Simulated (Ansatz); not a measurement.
# How fast states decay through MgCd3O4, part 2 of 3

A new crystal, MgCd3O4: structure, gap and complex bands. It is built by putting Cd for Zn in the MgZn3O4 structure of space group Cm, with the volume rescaled by atomic radii. The parent structure comes from the Materials Project.

Ansatz 0.2.0; r2SCAN DFT, plane waves, PAW files (the session's first sound run).

So far. Step 2 (Cell and atoms at rest): The largest force component on a free atom ends at 0.0039 eV/Å.

The structure was built from a prototype and need not be the compound's stable phase.

## Step 3: The bulk crystal and its band edges

The energy window and the wavevectors of the next steps follow from the band edges, so these are searched first, off the mesh as well.

File input.yaml:

```yaml
crystal:
  lattice:
    - [6.3825304295, -1.7518248665, -0.0046655718]
    - [6.3825304295, 1.7518248665, -0.0046655718]
    - [-2.8945910055, 0.0, 5.3987721799]
  atoms:
    - { symbol: Mg, position: [0.7498081956, 0.7498081956, 0.0860814984] }
    - { symbol: Cd, position: [0.2475682605, 0.2475682605, 0.5794302233] }
    - { symbol: Cd, position: [0.4941220096, 0.4941220096, 0.1630493281] }
    - { symbol: Cd, position: [0.0081720485, 0.0081720485, 0.6693374141] }
    - { symbol: O, position: [0.9256079001, 0.9256079001, 0.2658865117] }
    - { symbol: O, position: [0.4415372092, 0.4415372092, 0.7715465374] }
    - { symbol: O, position: [0.2049540717, 0.2049540717, 0.8936584292] }
    - { symbol: O, position: [0.6902712947, 0.6902712947, 0.3330930379] }
kpoints:
  mp_grid: { grid: [8, 8, 6] }
  band_path: { path: [VBM, CBM], npoints: 30 }
scf:
  occupations: { method: fixed }
hamiltonian:
  xc: r2scan
output:
  eigenvalues: true
  write_potential: true
  write_density: true
  volumetric_format: npy
  elf: true
```

On the command line:

```
> ansatz run input.yaml --threads 2 --pin off --max-ram 4096MiB --backend cpu --events-out ev --progress --plain --runs-dir out
```

Numbers of over 12 decimals in the logs are rounded to 6 here.

The program printed:

```text
[...]
Crystal: 8 atoms, lattice volume = 120.681 Å³
Basis set: ecut = 500 eV, 3037 PW (Γ), exchange–correlation on 200×200×180 points (64 copies of the dense FFT grid, shifted against one another)
Bands: 57, of which v1, the nominal top of the filled ones, is band 47 counted from 1 (46 counted from 0)
Symmetry: 2 space group operations
[...]
k-points: 114 of 384 (time reversal used)
[...]
SCF iter   1: F=—  HF=-29007.382587 eV  |F-HF|=—  |Δ(HF+E_count)|=         —  Δρ=9.88e-3  dr2=1.06e-1  dr2_τ=2.37e-1  ethr=1.77e-3  ⟨swp⟩=5.0  Hψ=19461  notcnv=0  defer=911
[...]
SCF iter   9: F=-29007.493342 eV  HF=-29007.493342 eV  |F-HF|=1.46e-9  |Δ(HF+E_count)|=   9.66e-9  Δρ=2.32e-6  dr2=6.46e-9  dr2_τ=6.60e-10  ethr=1.06e-10  ⟨swp⟩=2.7  Hψ=13298  notcnv=0
SCF 1 converged in 9 iterations: F = -29007.493342 eV  dr2 = 6.46e-9
[...]
NSCF: frozen V_eff on 68 k-points
[...]
SCF converged after 9 iterations
Free energy (F): -29007.493342 eV
[...]
Internal energy: -29007.493342 eV  (E = F + TS)
E sigma→0 (E₀):  -29007.493342 eV
Fermi energy:    7.986814 eV
[...]
--- Band table (eV; the first three rows and the last of 114) ---
  k-point 0: bands = [... 43 lower, 7.3099, 7.7946, 7.8978, 7.9868, 8.7231, 13.1930, 13.6221, 13.7363, ... 6 higher]
  k-point 1: bands = [... 43 lower, 7.3008, 7.4350, 7.8122, 7.9394, 9.2774, 12.9961, 13.5008, 13.9529, ... 6 higher]
  k-point 2: bands = [... 43 lower, 7.1333, 7.3575, 7.7501, 7.8092, 10.2075, 12.2875, 13.5806, 14.1708, ... 6 higher]
  k-point 113: bands = [... 43 lower, 7.0699, 7.4889, 7.5818, 7.6749, 10.9804, 11.3474, 13.7198, 14.2831, ... 6 higher]
```

Run time: 2.6 min. Hardware: 2 threads of Arm Neoverse V1, shared host; peak memory 1.2 GiB.

Reading the cycles: dr2 is the Hartree energy of the density residual (eV), the measure of convergence; HF is the Harris–Foulkes estimate of the energy, which meets the free energy F at convergence.

Numbers from this step:

```
free energy         : -29007.4933 eV
Fermi energy        : 7.987 eV
gap on the k-mesh   : 0.7363 eV
gap on path         : 0.7363 eV, by band count; negative where bands overlap
direct gap on path  : 0.7363 eV
edge places on path : 0, 0 1/A along the path
```

Levels at VBM (eV): -7.15, -7.08, -7.06, -6.93, -6.81, -6.74, -6.65, -6.64, -6.38, -6.36, -6.26, -6.20, -6.16, -6.09, -5.92, -3.99, -3.70, -3.40, -1.70, -1.46, -1.10, -1.05, -0.85, -0.68, -0.19, -0.09, 0.00, 0.74, 5.21, 5.64, 5.75, 7.69.

ELF in the ac plane of the conventional cell at fractional y = 0.000, with atoms of Mg and Cd and O within 0.2 Å of it. It is the smooth field of the valence electrons, not physical close to the nuclei.

Values, 9 rows by 16 columns, each cell a mean:
```
0.11 0.41 0.39 0.25 0.32 0.16 0.12 0.25 0.53 0.30 0.08 0.47 0.60 0.22 0.02 0.03
0.50 0.74 0.57 0.25 0.32 0.67 0.33 0.54 0.69 0.22 0.04 0.12 0.09 0.02 0.02 0.08
0.72 0.63 0.49 0.19 0.69 0.69 0.35 0.40 0.30 0.07 0.02 0.03 0.05 0.05 0.03 0.23
0.59 0.50 0.14 0.43 0.74 0.68 0.20 0.15 0.07 0.02 0.03 0.13 0.25 0.18 0.06 0.25
0.29 0.17 0.05 0.30 0.53 0.29 0.05 0.04 0.05 0.15 0.13 0.39 0.63 0.30 0.07 0.17
0.63 0.22 0.04 0.07 0.08 0.03 0.02 0.06 0.37 0.67 0.30 0.57 0.58 0.19 0.14 0.53
0.44 0.09 0.02 0.03 0.03 0.02 0.03 0.24 0.68 0.68 0.32 0.30 0.33 0.56 0.24 0.60
0.12 0.03 0.01 0.02 0.03 0.03 0.04 0.43 0.75 0.64 0.16 0.29 0.64 0.70 0.24 0.28
0.03 0.04 0.07 0.06 0.21 0.04 0.04 0.23 0.33 0.19 0.07 0.56 0.71 0.64 0.13 0.07
```
Columns run along a (12.8 Å), rows up along c (6.1 Å), edges of the conventional cell, whose origin can differ from the input's. Atoms in or near the plane, at fractional coordinates: Mg at (0.25, 0.91), Cd at (0.75, 0.42), Cd at (0.51, 0.84), Cd at (0.99, 0.33), O at (0.07, 0.73), O at (0.56, 0.23), O at (0.80, 0.11), O at (0.31, 0.67).

Electrostatic potential energy in the ac plane of the conventional cell at fractional y = 0.000, with atoms of Mg and Cd and O within 0.2 Å of it. With pseudopotentials it is smooth inside the atoms' cores, unlike the true potential.

Ten even steps from '0' (-35 eV) to '9' (13 eV), each cell a mean:
```
999999860005899986444689999999999999
999999720016999864334699999999999999
997458720158999743134799999999999999
961028865786588643346899999999999999
820059888840168644468999999999999999
821489999600179766789999999999999999
977999999401699988999999998777899999
888999999767999999999999986445789999
656899999999999999999999864334689987
345899999999999999999999742135799864
235899999999999999998898642346899643
246999999999999999962268644468998532
468999999999999999710168766788897533
689999999999999999400499989842488655
999999999988999999535899999400388878
999999998777899999988999998101699999
999999986225899999767899998336999999
```
Columns run along a (12.8 Å; values clipped at the 3rd and 97th percentile), rows up along c (6.1 Å), edges of the conventional cell, whose origin can differ from the input's. Atoms in or near the plane, at fractional coordinates: Mg at (0.25, 0.91), Cd at (0.75, 0.42), Cd at (0.51, 0.84), Cd at (0.99, 0.33), O at (0.07, 0.73), O at (0.56, 0.23), O at (0.80, 0.11), O at (0.31, 0.67).

Valence density in the ac plane of the conventional cell at fractional y = 0.000, with atoms of Mg and Cd and O within 0.2 Å of it. It is the smooth field of the valence electrons, not physical close to the nuclei.

Values in e/Å³, 9 rows by 16 columns, each cell a mean:
```
 0  0  0  6 13  0  0  2  8  1  0  0  0  0  0  0
 1  3  1  4  2  1  0  9 15  1  0  0  0  0  0  0
 2  5  1  0  3  4  1  3  2  0  0  0  0  0  0  0
 1  1  0  0  3  2  0  0  0  0  0  0  1  0  0  0
 2  0  0  0  0  0  0  0  0  0  0  4 12  1  0  1
12  1  0  0  0  0  0  0  0  1  1 10 11  0  0  9
 5  0  0  0  0  0  0  0  3  4  1  2  1  1  1 11
 0  0  0  0  0  0  0  0  3  2  0  0  3  3  0  1
 0  0  0  0  1  0  0  0  1  0  0  1  4  1  0  0
```
Columns run along a (12.8 Å), rows up along c (6.1 Å), edges of the conventional cell, whose origin can differ from the input's. Atoms in or near the plane, at fractional coordinates: Mg at (0.25, 0.91), Cd at (0.75, 0.42), Cd at (0.51, 0.84), Cd at (0.99, 0.33), O at (0.07, 0.73), O at (0.56, 0.23), O at (0.80, 0.11), O at (0.31, 0.67).

The searched edges give 0.736 eV, as on the mesh.

## Step 4: Decaying states in the gap

This step: r2SCAN DFT, plane waves, PAW files; complex bands by layer matching along the plane's normal (Ansatz 0.2.0).

The same crystal is laid in a cell whose first two vectors span the (100) plane (indices of the standard conventional cell, whose axes can be ordered otherwise than in the bulk input). At fixed energy and wavevector in the plane the solver finds all kz, real and complex. A few wavevectors are listed, (0, 0) and (0.5, 0) in units of the plane's reciprocal vectors; the slowest state needn't be among them.

File input.yaml:

```yaml
crystal:
  lattice:
    - [3.503649733, 0.0, 0.0]
    - [0.0, 6.125797755, 0.0]
    - [1.751824866, 3.020015396, 5.622830556]
  atoms:
    - { symbol: Mg, position: [0.7498081956, 0.0860814984, 0.5003836088] }
    - { symbol: Cd, position: [0.2475682605, 0.5794302233, 0.504863479] }
    - { symbol: Cd, position: [0.4941220096, 0.1630493281, 0.0117559808] }
    - { symbol: Cd, position: [0.0081720485, 0.6693374141, 0.983655903] }
    - { symbol: O, position: [0.9256079001, 0.2658865117, 0.1487841998] }
    - { symbol: O, position: [0.4415372092, 0.7715465374, 0.1169255816] }
    - { symbol: O, position: [0.2049540717, 0.8936584292, 0.5900918566] }
    - { symbol: O, position: [0.6902712947, 0.3330930379, 0.6194574106] }
kpoints:
  mp_grid: { grid: [8, 4, 8] }
scf:
  occupations: { method: fixed }
hamiltonian:
  xc: r2scan
output:
  eigenvalues: true
  transmission:
    leads: [[0, 0]]
    kpoints: [[0.0, 0.0], [0.5, 0.0]]
    e_range: [-1.0, 1.74]
    de: 0.05
```

The program printed:

```text
[...]
Crystal: 8 atoms, lattice volume = 120.681 Å³
Basis set: ecut = 500 eV, 3037 PW (Γ), exchange–correlation on 108×180×200 points (64 copies of the dense FFT grid, shifted against one another)
Bands: 57, of which v1, the nominal top of the filled ones, is band 47 counted from 1 (46 counted from 0)
Symmetry: 2 space group operations
[...]
k-points: 78 of 256 (time reversal used)
[...]
SCF iter   1: F=—  HF=-29007.382196 eV  |F-HF|=—  |Δ(HF+E_count)|=         —  Δρ=9.89e-3  dr2=1.06e-1  dr2_τ=2.37e-1  ethr=1.77e-3  ⟨swp⟩=5.0  Hψ=13303  notcnv=0  defer=623
[...]
SCF iter   9: F=-29007.493091 eV  HF=-29007.493091 eV  |F-HF|=1.48e-9  |Δ(HF+E_count)|=   9.66e-9  Δρ=2.32e-6  dr2=6.47e-9  dr2_τ=6.60e-10  ethr=1.06e-10  ⟨swp⟩=2.7  Hψ=9140  notcnv=0
SCF 1 converged in 9 iterations: F = -29007.493091 eV  dr2 = 6.47e-9
[...]
transmission: 8 of 16 steps passed
transmission: 16 of 16 steps passed
SCF converged after 9 iterations
Free energy (F): -29007.493091 eV
[...]
Internal energy: -29007.493091 eV  (E = F + TS)
E sigma→0 (E₀):  -29007.493091 eV
Fermi energy:    7.987065 eV
[...]
--- Band table (eV; the first three rows and the last of 78) ---
  k-point 0: bands = [... 43 lower, 7.3099, 7.7948, 7.8982, 7.9871, 8.7231, 13.1930, 13.6221, 13.7363, ... 6 higher]
  k-point 1: bands = [... 43 lower, 7.3520, 7.5447, 7.9006, 7.9713, 9.0548, 12.8573, 13.6371, 14.0294, ... 6 higher]
  k-point 2: bands = [... 43 lower, 7.1934, 7.4463, 7.8945, 7.9290, 9.6742, 12.3389, 13.6596, 14.3683, ... 6 higher]
  k-point 77: bands = [... 43 lower, 6.8330, 7.0302, 7.2144, 7.2640, 12.9834, 13.5641, 13.8336, 14.6642, ... 6 higher]
--- Transmission ---
  basis      : 223 plane waves across, 8 finite elements along
  points     : 2, as listed
  energies   : 55 from -1.000000 to 1.700000 eV about the Fermi level, 0.050000 eV apart; the leads are filled to 0.368033 eV, and channels, transmission and decay are at 0.350000 eV
  crystal 0  : Cd3O4Mg1, at the sites [0, 0], period 5.6228 Å: whole cells are its period
    offset         : up to 0.0000 Å between an atom of the period and one for which it stands
    channels       : 0.000000e0 a spin
    conductance    : none, the energies end too early or step too widely for 300 K: set another output.transmission.e_range or a lower de, or, where they end at an eighth of basis.ecutwfc, a higher one
    slowest decay  : 0.1051 /Å at (0.0000, 0.0000)
```

Elapsed: 97 s, on 2 threads; peak memory 0.92 GiB; 3.2 min of CPU time.

Numbers from this step:

```yaml
free_energy: -29007.4931 eV
gap_on_the_k_mesh: 0.7361 eV
level_to_which_the_leads_are_filled: 0.3680 eV from the Fermi level
decay_constant_at_the_filling_level_zone_centre: 0.1051 Å⁻¹
decay_constant_at_the_filling_level_slowest_listed_point: 0.1051 Å⁻¹
```

K parallel (0, 0); values up to 1.5 1/Å, a degenerate pair printed once or twice; energies at which all values exceed this have no row. Im kz of the slowest decaying states against energy, zero at the highest filled level on the SCF mesh:

```
energy (eV)  decay 1 (Å⁻¹)  decay 2 (Å⁻¹)  decay 3 (Å⁻¹)  decay 4 (Å⁻¹)
      -1.00          0.115          0.275          0.287           1.02
      -0.85          0.232          0.234          0.312           1.01
      -0.75          0.165          0.215          0.244          0.384
      -0.60          0.264          0.334          0.436           1.00
      -0.45          0.297          0.358          0.460          0.993
      -0.30          0.173          0.318          0.334          0.474
      -0.20          0.158          0.271          0.321          0.491
      -0.05         0.0824          0.240          0.382          0.529
       0.00         0.0191         0.0909          0.304          0.411
       0.10          0.102          0.328          0.366          0.460
       0.20          0.107          0.402          0.444          0.505
       0.35          0.105          0.433          0.558          0.574
       0.50         0.0914          0.452          0.641          0.641
       0.60         0.0735          0.461          0.683          0.688
       0.75          0.472          0.733          0.739          0.748
       0.90          0.482          0.762          0.789          0.800
       1.00          0.488          0.780          0.819          0.833
       1.15          0.495          0.806          0.860          0.877
       1.30          0.501          0.830          0.898          0.920
       1.45          0.507          0.853          0.932          0.933
       1.55          0.510          0.867          0.931          0.954
       1.70          0.514          0.888          0.927          0.985
```

K parallel (0, 0). Table of Re kz of states that move upwards by energy, zero at the highest filled level on the SCF mesh:

```
energy (eV)  channel 1 (Å⁻¹)  channel 2 (Å⁻¹)  channel 3 (Å⁻¹)
      -1.00           -0.381            0.306                -
      -0.85           -0.309         -0.00211            0.458
      -0.75           -0.259                -                -
      -0.60           -0.198            0.197                -
      -0.50           -0.161            0.337                -
      -0.35           -0.104                -                -
      -0.25          -0.0585                -                -
      -0.10           -0.388           -0.340                -
       0.00                -                -                -
       0.05                -                -                -
       0.15                -                -                -
       0.30                -                -                -
       0.40                -                -                -
       0.55                -                -                -
       0.65                -                -                -
       0.80           0.0557                -                -
       0.95            0.108                -                -
       1.05            0.135                -                -
       1.20            0.172                -                -
       1.30            0.195                -                -
       1.45            0.229                -                -
       1.55            0.250                -                -
       1.70            0.282                -                -
```

K parallel (0.5, 0); values up to 1.5 1/Å, a degenerate pair printed once or twice; energies at which all values exceed this have no row. Table of Im kz of the slowest decaying states by energy, zero at the highest filled level on the SCF mesh:

```
energy (eV)  decay 1 (Å⁻¹)  decay 2 (Å⁻¹)  decay 3 (Å⁻¹)  decay 4 (Å⁻¹)
      -1.00         0.0497          0.212           1.19           1.25
      -0.85          0.053          0.218          0.305           1.19
      -0.75          0.229          0.352           1.19           1.25
      -0.60          0.237          0.409           1.19           1.24
      -0.45          0.298          0.456           1.19           1.24
      -0.30          0.340          0.497           1.19           1.24
      -0.20          0.363          0.521           1.18           1.24
      -0.05          0.391          0.554           1.18           1.23
       0.00          0.400          0.565           1.18           1.23
       0.10          0.415          0.584           1.18           1.23
       0.20          0.429          0.603           1.17           1.23
       0.35          0.447          0.629           1.17           1.23
       0.50          0.463          0.653           1.16           1.22
       0.60          0.473          0.668           1.16           1.22
       0.75          0.486          0.690           1.15           1.22
       0.90          0.498          0.710           1.14           1.21
       1.00          0.505          0.724           1.14           1.21
       1.15          0.514          0.743           1.13           1.21
       1.30          0.523          0.761           1.12           1.20
       1.45          0.530          0.779           1.11           1.20
       1.55          0.535          0.791           1.10           1.20
       1.70          0.541          0.810           1.09           1.19
```

At the listed wavevectors the last open channel is at -0.05 eV and the next at +0.75 eV on the grid. At +0.35 eV, the grid energy nearest the filling level (the middle of the gap on the SCF mesh), the slowest state at the listed wavevectors decays with κ = 0.105 Å⁻¹, its amplitude falling by e over 9.5 Å. Through 1 nm of this crystal that state's transmission falls by exp(−2 × 0.105 Å⁻¹ × 10 Å) = 0.12.

## Step 5: Decay over the two-dimensional zone

The listed points could miss the slowest state, so one energy near mid-gap is solved on a mesh of 12×8.

input.yaml: that of step 4 with these lines changed.

```diff
@@ -22,6 +22,2 @@
   eigenvalues: true
-  transmission:
-    leads: [[0, 0]]
-    kpoints: [[0.0, 0.0], [0.5, 0.0]]
-    e_range: [-1.0, 1.74]
-    de: 0.05
+  transmission: { leads: [[0, 0]], kmesh: [12, 8], e_range: [0.37, 0.38], de: 0.05 }
```

The program printed:

```text
[...]
Crystal: 8 atoms, lattice volume = 120.681 Å³
Basis set: ecut = 500 eV, 3037 PW (Γ), exchange–correlation on 108×180×200 points (64 copies of the dense FFT grid, shifted against one another)
Bands: 57, of which v1, the nominal top of the filled ones, is band 47 counted from 1 (46 counted from 0)
Symmetry: 2 space group operations
[...]
k-points: 78 of 256 (time reversal used)
[...]
SCF iter   1: F=—  HF=-29007.382196 eV  |F-HF|=—  |Δ(HF+E_count)|=         —  Δρ=9.89e-3  dr2=1.06e-1  dr2_τ=2.37e-1  ethr=1.77e-3  ⟨swp⟩=5.0  Hψ=13303  notcnv=0  defer=623
[...]
SCF iter   9: F=-29007.493091 eV  HF=-29007.493091 eV  |F-HF|=1.48e-9  |Δ(HF+E_count)|=   9.66e-9  Δρ=2.32e-6  dr2=6.47e-9  dr2_τ=6.60e-10  ethr=1.06e-10  ⟨swp⟩=2.7  Hψ=9140  notcnv=0
SCF 1 converged in 9 iterations: F = -29007.493091 eV  dr2 = 6.47e-9
[...]
transmission: 32 of 280 steps passed
transmission: 64 of 280 steps passed
[...]
transmission: 280 of 280 steps passed
SCF converged after 9 iterations
Free energy (F): -29007.493091 eV
[...]
Internal energy: -29007.493091 eV  (E = F + TS)
E sigma→0 (E₀):  -29007.493091 eV
Fermi energy:    7.987065 eV
[...]
--- Band table (eV; the first three rows and the last of 78) ---
  k-point 0: bands = [... 43 lower, 7.3099, 7.7948, 7.8982, 7.9871, 8.7231, 13.1930, 13.6221, 13.7363, ... 6 higher]
  k-point 1: bands = [... 43 lower, 7.3520, 7.5447, 7.9006, 7.9713, 9.0548, 12.8573, 13.6371, 14.0294, ... 6 higher]
  k-point 2: bands = [... 43 lower, 7.1934, 7.4463, 7.8945, 7.9290, 9.6742, 12.3389, 13.6596, 14.3683, ... 6 higher]
  k-point 77: bands = [... 43 lower, 6.8330, 7.0302, 7.2144, 7.2640, 12.9834, 13.5641, 13.8336, 14.6642, ... 6 higher]
--- Transmission ---
  basis      : 223 plane waves across, 8 finite elements along
  points     : 35, standing for a mesh of 12 x 8
  energies   : 1 from 0.370000 to 0.370000 eV about the Fermi level; the leads are filled to 0.368033 eV, and channels, transmission and decay are at 0.370000 eV
  crystal 0  : Cd3O4Mg1, at the sites [0, 0], period 5.6228 Å: whole cells are its period
[...]
channels       : 0.000000e0 a spin
    conductance    : none, crystal 0 has no channel at the energies, or these end too early or step too widely for 300 K: set another output.transmission.e_range or a lower de, or, where they end at an eighth of basis.ecutwfc, a higher one
    slowest decay  : 0.1040 /Å at (0.0000, 0.0000)
```

Wall time 2.1 min (2 threads); peak memory 0.99 GiB.

This step gave:

```yaml
least_decay_constant_on_the_mesh: 0.104 Å⁻¹
```

Slowest decay constant (1/Å; 0 where a channel is open) over k1 and k2. At 0.3700 eV from the Fermi level.

Ten even steps from '0' (0.104) to '9' (0.450):
```
999777777799
998776667789
998873137889
998872027889
998873137889
998776667789
999777777799
999777777799
```
Columns: k1 (b1) from -0.5 to 0.417; rows upwards: k2 (b2) from -0.5 to 0.375.

The least value on the mesh is 0.104 Å⁻¹ at +0.37 eV. At that energy the listed points give about 0.104 Å⁻¹ by interpolation, so the mesh holds no clearly slower state.

(Continued in part 3 of 3.)

[Logs are printed without paths, hosts, clocks, repeated set-up lines and the standing remarks that a program may print on its own settings, such as how far it seeks lower states.]

[Hosts, paths, dates, database ids (printed as entryN), source tags and the programs' standing remarks are cut or masked in the printed files.]
